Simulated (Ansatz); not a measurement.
Rows from a G0W0 calculation on LaInO3 (Pnma) (Ansatz 0.2.0; G0W0 on r2SCAN, plane waves, PAW; 2×2×2 mesh, 436 empty bands, screening to 78 eV), in eV. Spin-orbit coupling is left out.

```csv
row,Σx,Σc,Vxc,Z
A,-27.25,4.27,-22.90,0.78
B,-27.49,4.31,-23.14,0.78
C,-12.52,-3.38,-16.74,0.83
D,-26.96,4.21,-22.66,0.78
E,-18.86,-8.51,-31.23,0.76
F,-16.68,-7.32,-27.28,0.77
```

Question: Which rows are filled states and which are empty ones, and how can one tell?

Filled: A, B and D. Empty: C, E and F. The sign of Σc tells: for a filled state bare exchange, which holds its interaction with itself, lies below Vxc (Σx − Vxc is -4.3 eV or lower here) and screening gives part back as a positive Σc. For an empty state Σx lies above Vxc (+4.2 eV or more) and the Coulomb hole leaves Σc negative.

[Paths, hosts, dates, memory and timing lines, banners, echoed tables and standing remarks are left out of the program output.]

[Logs are printed without paths, hosts, clocks, repeated set-up lines and the standing remarks that a program may print on its own settings, such as how far it seeks lower states.]

[Runs of the session that timed out or met a known fault of the program may be left out.]

[Cells called generated may have been cut or substituted from an entry of the Crystallography Open Database or the Materials Project.]

[Hosts, paths, dates, database ids (printed as entryN), source tags and the programs' standing remarks are cut or masked in the printed files.]
